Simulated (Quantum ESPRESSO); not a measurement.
# MgS (F-43m): a mode Grüneisen parameter, worked out

Wanted: a fit of frequency against volume for MgS (F-43m), tested on a run that is left out of it.

Calculated with Quantum ESPRESSO 7.5; DFT LDA, scalar-relativistic, plane waves, PseudoDojo norm-conserving pseudopotentials.

## 1. Set-up

Symmetry: F-43m, No. 216, cubic system. Conventional cell: a = 5.596 Å, b = 5.596 Å, c = 5.596 Å, α = 90.00°, β = 90.00°, γ = 90.00°. Nearest to Mg lie 4 S at 2.42 Å. Nearest to S lie 4 Mg at 2.42 Å. Farther neighbours and most contacts between anions are not listed.

This is the cell after its relaxation at this level of theory, not the database cell from which that began.

## 2. Runs at several volumes

The relaxed cell is scaled uniformly; in this structure symmetry fixes all atoms, so nothing has to be relaxed anew. Each volume gets a ground state and a response at Γ. The mode followed is the highest one without the macroscopic field, of symmetry T2; longitudinal polar modes lie higher. Cutoff 92 Ry, k mesh 8×8×8.

From the response at V/V₀ = 0.94:

Log:

```text
[banners, grids, parts of the stress and lines that vanish by symmetry left out]
Program PHONON v.7.5
     Reading xml data from directory:

[...]
Exchange-correlation= PW
                           (   1   4   0   0   0   0   0)
[...]
kinetic-energy cut-off    =      92.0000  Ry
     charge density cut-off    =     368.0000  Ry
     convergence threshold     =      1.0E-18
[...]
Exchange-correlation= PW
                           (   1   4   0   0   0   0   0)
[...]
q = (   0.0000000   0.0000000   0.0000000 )
     25 Sym.Ops. (with q -> -q+G )
     G cutoff = 1000.4037  (  33223 G-vectors)     FFT grid: ( 45, 45, 45)
     number of k points=    29
[...]
Mode symmetry, T_d (-43m)  point group:
[...]
Dielectric constant
[...]
End of electric fields calculation
          Dielectric constant in cartesian axis
          (       4.235343995      -0.000000000      -0.000000000 )
          (      -0.000000000       4.235343995      -0.000000000 )
          (       0.000000000      -0.000000000       4.235343995 )
          Effective charges (d Force / dE) in cartesian axis without acoustic sum rule applied (asr)
           atom    1  Mg    Mean Z*:        1.83962
      Ex  (        1.83962        0.00000        0.00000 )
      Ey  (        0.00000        1.83962        0.00000 )
      Ez  (        0.00000        0.00000        1.83962 )
           atom    2  S     Mean Z*:       -1.84219
      Ex  (       -1.84219       -0.00000       -0.00000 )
      Ey  (       -0.00000       -1.84219        0.00000 )
      Ez  (       -0.00000        0.00000       -1.84219 )
          Effective charges Sum: Mean:       -0.00257
[...]
Effective charges (d Force / dE) in cartesian axis with asr applied:
           atom    1  Mg    Mean Z*:        1.84091
[...]
atom    2  S     Mean Z*:       -1.84091
[...]
Representation #   1 modes #   1   2   3
[...]
End of self-consistent calculation
     Convergence has been achieved
     Representation #   2 modes #   4   5   6
[...]
End of self-consistent calculation
     Convergence has been achieved
[...]
Dielectric constant in cartesian axis
          (       4.235343995      -0.000000000      -0.000000000 )
          (      -0.000000000       4.235343995      -0.000000000 )
          (       0.000000000      -0.000000000       4.235343995 )
          Effective charges (d Force / dE) in cartesian axis without acoustic sum rule applied (asr)
           atom    1  Mg    Mean Z*:        1.83962
      Ex  (        1.83962        0.00000        0.00000 )
      Ey  (        0.00000        1.83962        0.00000 )
      Ez  (        0.00000        0.00000        1.83962 )
           atom    2  S     Mean Z*:       -1.84219
      Ex  (       -1.84219       -0.00000       -0.00000 )
      Ey  (       -0.00000       -1.84219        0.00000 )
      Ez  (       -0.00000        0.00000       -1.84219 )
          Effective charges Sum: Mean:       -0.00257
[...]
Effective charges (d Force / dE) in cartesian axis with asr applied:
           atom    1  Mg    Mean Z*:        1.84091
[...]
atom    2  S     Mean Z*:       -1.84091
[...]
q = (    0.000000000   0.000000000   0.000000000 )
[...]
freq (    1) =       0.135333 [THz] =       4.514214 [cm-1]
     freq (    2) =       0.135333 [THz] =       4.514214 [cm-1]
     freq (    3) =       0.135333 [THz] =       4.514214 [cm-1]
     freq (    4) =      11.305085 [THz] =     377.097060 [cm-1]
     freq (    5) =      11.305085 [THz] =     377.097060 [cm-1]
     freq (    6) =      11.305085 [THz] =     377.097060 [cm-1]
[...]
Mode symmetry, T_d (-43m)  point group:
     freq (   1-   3) =          4.5  [cm-1]   --> T_2  G_15 P_4   I+R
     freq (   4-   6) =        377.1  [cm-1]   --> T_2  G_15 P_4   I+R

   JOB DONE.
```

One volume, V/V₀ = 0.97, is held back as a test.

| V/V₀ | volume (Å³/atom) | pressure (GPa) | ω (cm⁻¹) |
| --- | --- | --- | --- |
| 0.94 | 20.594 | 4.30 | 377.10 |
| 0.97 | 21.251 | 1.99 | held back |
| 1 | 21.909 | 0.00 | 343.36 |
| 1.03 | 22.566 | -1.71 | 327.77 |
| 1.06 | 23.223 | -3.18 | 313.03 |

## 3. The fit

The mode Grüneisen parameter is γ = −d ln ω / d ln V.

| ln(V/V₀) | ln ω |
| --- | --- |
| -0.0619 | 5.9325 |
| 0.0000 | 5.8388 |
| 0.0296 | 5.7923 |
| 0.0583 | 5.7463 |

A straight line through these points has the slope -1.547, so γ = 1.55; at V/V₀ = 0.97 it predicts ω = exp(5.8375 + 0.0471) = 359.47 cm⁻¹.

A parabola of pressure against ln V through V/V₀ = 0.97, 1 and 1.03 gives the bulk modulus B = −dP/d ln V = 62 GPa at V₀. With ω₀ from the fitted line the pressure coefficient follows as dω/dP = γ ω₀ / B = 1.55 × 342.9 / 62 = 8.62 cm⁻¹/GPa.

## 4. The run that was held back

Log:

```text
[banners, grids, parts of the stress and lines that vanish by symmetry left out]
[banner, memory and clock lines left out]
Program PHONON v.7.5

[...]
Exchange-correlation= PW
                           (   1   4   0   0   0   0   0)
[...]
kinetic-energy cut-off    =      92.0000  Ry
     charge density cut-off    =     368.0000  Ry
     convergence threshold     =      1.0E-18
[...]
Exchange-correlation= PW
                           (   1   4   0   0   0   0   0)
[...]
q = (   0.0000000   0.0000000   0.0000000 )
     25 Sym.Ops. (with q -> -q+G )
     G cutoff = 1021.5772  (  34327 G-vectors)     FFT grid: ( 45, 45, 45)
     number of k points=    29
[...]
Mode symmetry, T_d (-43m)  point group:
[...]
Dielectric constant
[...]
End of electric fields calculation
          Dielectric constant in cartesian axis
          (       4.221860575      -0.000000000      -0.000000000 )
          (      -0.000000000       4.221860575      -0.000000000 )
          (       0.000000000      -0.000000000       4.221860575 )
          Effective charges (d Force / dE) in cartesian axis without acoustic sum rule applied (asr)
           atom    1  Mg    Mean Z*:        1.85704
      Ex  (        1.85704        0.00000       -0.00000 )
      Ey  (        0.00000        1.85704       -0.00000 )
      Ez  (       -0.00000       -0.00000        1.85704 )
           atom    2  S     Mean Z*:       -1.85955
      Ex  (       -1.85955       -0.00000       -0.00000 )
      Ey  (        0.00000       -1.85955       -0.00000 )
      Ez  (       -0.00000       -0.00000       -1.85955 )
[...]
Representation #   1 modes #   1   2   3
[...]
End of self-consistent calculation
     Convergence has been achieved
     Representation #   2 modes #   4   5   6
[...]
End of self-consistent calculation
     Convergence has been achieved
[...]
Dielectric constant in cartesian axis
          (       4.221860575      -0.000000000      -0.000000000 )
          (      -0.000000000       4.221860575      -0.000000000 )
          (       0.000000000      -0.000000000       4.221860575 )
          Effective charges (d Force / dE) in cartesian axis without acoustic sum rule applied (asr)
           atom    1  Mg    Mean Z*:        1.85704
      Ex  (        1.85704        0.00000       -0.00000 )
      Ey  (        0.00000        1.85704       -0.00000 )
      Ez  (       -0.00000       -0.00000        1.85704 )
           atom    2  S     Mean Z*:       -1.85955
      Ex  (       -1.85955       -0.00000       -0.00000 )
      Ey  (        0.00000       -1.85955       -0.00000 )
      Ez  (       -0.00000       -0.00000       -1.85955 )
          Effective charges Sum: Mean:       -0.00251
[...]
Effective charges (d Force / dE) in cartesian axis with asr applied:
           atom    1  Mg    Mean Z*:        1.85829
[...]
atom    2  S     Mean Z*:       -1.85829
[...]
q = (    0.000000000   0.000000000   0.000000000 )
[...]
freq (    1) =       0.136389 [THz] =       4.549446 [cm-1]
     freq (    2) =       0.136389 [THz] =       4.549446 [cm-1]
     freq (    3) =       0.136389 [THz] =       4.549446 [cm-1]
     freq (    4) =      10.785399 [THz] =     359.762176 [cm-1]
     freq (    5) =      10.785399 [THz] =     359.762176 [cm-1]
     freq (    6) =      10.785399 [THz] =     359.762176 [cm-1]
[...]
Mode symmetry, T_d (-43m)  point group:
     freq (   1-   3) =          4.5  [cm-1]   --> T_2  G_15 P_4   I+R
     freq (   4-   6) =        359.8  [cm-1]   --> T_2  G_15 P_4   I+R
```

It gives 359.76 cm⁻¹ against the predicted 359.47 cm⁻¹, a miss of 0.3 cm⁻¹.

## 5. Outcome

| Quantity | Value |
| --- | --- |
| mode Grüneisen parameter | 1.547 |
| bulk modulus | 61.5 GPa |
| pressure coefficient | 8.62 cm⁻¹/GPa |

What this shows: The highest optical mode of MgS (F-43m) without the LO-TO term stiffens by 8.62 cm⁻¹ a GPa near the relaxed volume, with γ = 1.55. The power law meets all 5 runs within 0.13 %; between neighbouring volumes γ runs from 1.50 to 1.60. Such a coefficient turns a measured shift of this mode into a hydrostatic stress; uniaxial or biaxial stress splits the mode and needs deformation potentials. These are harmonic values at zero temperature for the structure held cubic, which a run at Γ can't show to be stable; the bulk modulus rests on three points.

[Host names and launcher messages were left out of these logs when they were recorded.]

[Logs are printed without paths, hosts, clocks, repeated set-up lines and the standing remarks that a program may print on its own settings, such as how far it seeks lower states.]

[Hosts, paths, dates, database ids (printed as entryN), source tags and the programs' standing remarks are cut or masked in the printed files.]
